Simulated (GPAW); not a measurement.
# LiCNO (R3m): G0W0 on several meshes in GPAW

Aim: the GW shift of LiCNO (R3m) against the k mesh.

Method: LDA and many-body steps on it, plane waves, in GPAW 26.7.0.

Most raw output is cut from this account.

### 1. Starting point

The structure is trigonal, space group R3m (No. 160). Conventional cell: a = 3.288 Å, b = 3.288 Å, c = 14.286 Å, α = 90.00°, β = 90.00°, γ = 120.00°. Nearest to Li lie 3 N at 2.18 Å and 3 O at 2.28 Å. Nearest to C lie 1 N at 1.19 Å and 1 O at 1.23 Å. N has 1 C at 1.19 Å and 3 Li at 2.18 Å nearest. Nearest to O lie 1 C at 1.23 Å and 3 Li at 2.28 Å. Farther neighbours and most contacts between anions are not listed.

As a file:

```cif
data_structure
_symmetry_space_group_name_H-M 'P 1'
_symmetry_Int_Tables_number 1
_cell_length_a 5.1265
_cell_length_b 5.1265
_cell_length_c 5.1265
_cell_angle_alpha 37.409
_cell_angle_beta 37.409
_cell_angle_gamma 37.409
_cell_volume 44.58
loop_
_atom_site_label
_atom_site_type_symbol
_atom_site_fract_x
_atom_site_fract_y
_atom_site_fract_z
_atom_site_occupancy
Li1 Li 0.00526 0.00526 0.00526 1
C2 C 0.49746 0.49746 0.49746 1
N3 N 0.41396 0.41396 0.41396 1
O4 O 0.58333 0.58333 0.58333 1
```

The cell and positions are those that the Materials Project relaxed with its own functionals (PBE, PBE+U or r2SCAN), kept fixed.

### 2. Empty states on the mesh, 4×4×4 mesh, 214 bands

This step: GPAW 26.7.0; DFT, LDA, plane waves, PAW.

The sums over transitions need many empty states on a uniform mesh; this step solves for them.

The input, run.py:

```python
import json
import numpy as np
from gpaw.mpi import world
from gpaw import GPAW

calc = GPAW('gs.gpw').fixed_density(kpts={'size': (4, 4, 4), 'gamma': True},
    parallel={'domain': 1, 'band': 1},
    txt='nscf.txt')
calc.diagonalize_full_hamiltonian(nbands=214)
calc.write('full.gpw', mode='all')
res = {}
kpts = calc.get_ibz_k_points()
res['kpts'] = kpts
res['eigenvalues'] = [calc.get_eigenvalues(kpt=k) for k in range(len(kpts))]
res['n_electrons'] = calc.get_number_of_electrons()

if world.rank == 0:
    with open('result.json', 'w') as f:
        json.dump(res, f, default=lambda x: x.tolist())
```

Command:

```bash
mpirun -n 4 gpaw python run.py
```

Elapsed: 23 s, on 4 MPI ranks of Arm Neoverse V1, shared host; peak memory 1.6 GiB.

Numbers from this step:

```yaml
gap: 4.486 eV
k_of_the_valence_top: 0.5, 0.5, 0.5
k_of_the_conduction_bottom: 0, 0, 0
least_direct_gap: 4.637 eV
k_points_computed: 13
lowest_point_of_the_top_converged_band_above_the_valence_top: 151.2674 eV
```

On this mesh the gap is 4.486 eV.

### 3. 4×4×4

G0W0 replaces the xc potential by the self-energy, built once from these orbitals. Only a window of levels is corrected, while the sums run over the empty bands that the input names.

This step: G0W0 on LDA, plane waves, PAW.

The input, run.py:

```python
import json
import numpy as np
from gpaw.mpi import world
from gpaw.response.g0w0 import G0W0

gw = G0W0('full.gpw',
    filename='gw',
    kpts=[0, 12],
    bands=(6, 10),
    ecut=48,
    nbands=33,
    integrate_gamma='WS',
    ppa=True)
gw.calculate()
res = {mode: {k: v for k, v in r.items() if k != 'sigma_eskwn'}
       for mode, r in gw.all_results.items()}

if world.rank == 0:
    with open('result.json', 'w') as f:
        json.dump(res, f, default=lambda x: x.tolist())
```

Command:

```bash
mpirun -n 4 gpaw python run.py
```

Run time: 22 s. Hardware: 4 MPI ranks; peak memory 1.5 GiB.

This step gave:

* G0W0 gap on the points computed: 7.227 eV
* least direct G0W0 gap on the computed points: 7.423 eV
* Z at the valence top: 0.8280
* Z at the conduction bottom: 0.8730
* starting gap on the mesh: 4.486 eV
* k of the valence top: 0.5, 0.5, 0.5
* k of the conduction bottom: 0, 0, 0

The gap on the mesh goes from 4.49 eV to 7.23 eV, a correction of +2.74 eV.

### 4. Empty states on the mesh, 6×6×6 mesh, 43 bands

This step: DFT, LDA, plane waves, PAW.

The input, run.py:

```python
import json
import numpy as np
from gpaw.mpi import world
from gpaw import GPAW

calc = GPAW('gs.gpw').fixed_density(kpts={'size': (6, 6, 6), 'gamma': True},
    nbands=50,
    convergence={'bands': 43},
    txt='nscf.txt')
calc.write('full.gpw', mode='all')
res = {}
kpts = calc.get_ibz_k_points()
res['kpts'] = kpts
res['eigenvalues'] = [calc.get_eigenvalues(kpt=k) for k in range(len(kpts))]
res['n_electrons'] = calc.get_number_of_electrons()

if world.rank == 0:
    with open('result.json', 'w') as f:
        json.dump(res, f, default=lambda x: x.tolist())
```

Command:

```bash
mpirun -n 4 gpaw python run.py
```

It took 25 s on 4 MPI ranks; peak memory 0.93 GiB.

Numbers from this step:

| Property | Result |
| --- | --- |
| gap | 4.486 eV |
| k of the valence top | 0.5, 0.5, 0.5 |
| k of the conduction bottom | 0, 0, 0 |
| least direct gap | 4.637 eV |
| k points computed | 32 |
| lowest point of the top converged band, above the valence top | 42.75 eV |

On this mesh the gap is 4.486 eV.

### 5. 6×6×6

This step: G0W0 on LDA, plane waves, PAW.

The input, run.py:

```python
import json
import numpy as np
from gpaw.mpi import world
from gpaw.response.g0w0 import G0W0

gw = G0W0('full.gpw',
    filename='gw',
    kpts=[0, 31],
    bands=(6, 10),
    ecut=48,
    nbands=33,
    integrate_gamma='WS',
    ppa=True)
gw.calculate()
res = {mode: {k: v for k, v in r.items() if k != 'sigma_eskwn'}
       for mode, r in gw.all_results.items()}

if world.rank == 0:
    with open('result.json', 'w') as f:
        json.dump(res, f, default=lambda x: x.tolist())
```

Command:

```bash
mpirun -n 4 gpaw python run.py
```

It took 2.3 min on 4 MPI ranks; peak memory 2.1 GiB.

This step gave:

```yaml
g0w0_gap_on_the_points_computed: 7.202 eV
least_direct_g0w0_gap_on_the_computed_points: 7.398 eV
z_at_the_valence_top: 0.8273
z_at_the_conduction_bottom: 0.8727
starting_gap_on_the_mesh: 4.486 eV
k_of_the_valence_top: 0.5, 0.5, 0.5
k_of_the_conduction_bottom: 0, 0, 0
```

Against G0W0 in GPAW (4×4×4 mesh, 33 bands, screening to 48 eV, Godby-Needs plasmon pole), the gap moves by −0.025 eV.

### 6. Side by side

Times are wall times on 4 MPI ranks of Arm Neoverse V1, shared host, good to a factor of about two.

```
  run   mesh  bands  screening cutoff (eV)  DFT gap (eV)  gap on the mesh (eV)  direct (eV)     time
4×4×4  4×4×4     33                     48         4.486                 7.227        7.423     22 s
6×6×6  6×6×6     33                     48         4.486                 7.202        7.398  2.3 min
```

### 7. Outcome

```json
{
  "4×4×4": "7.227 eV",
  "6×6×6": "7.202 eV",
  "known limits": "not at the basis limit"
}
```

6×6×6: −0.025 eV against 4×4×4. Bands and cutoff are finite, so the gap is not at the basis limit. The miss can reach some tenths of an eV and take either sign; the mesh is an error of its own. These stock PAW sets were not made for GW. In the G0W0 runs levels were corrected at 2 k points alone, so a gap called «on the mesh» is the least over those, and an edge elsewhere would be missed.

[Paths, hosts, dates, memory and timing lines, banners, echoed tables and standing remarks are left out of the program output.]

[Logs are printed without paths, hosts, clocks, repeated set-up lines and the standing remarks that a program may print on its own settings, such as how far it seeks lower states.]

[Runs of the session that timed out or met a known fault of the program may be left out.]

[Hosts, paths, dates, database ids (printed as entryN), source tags and the programs' standing remarks are cut or masked in the printed files.]
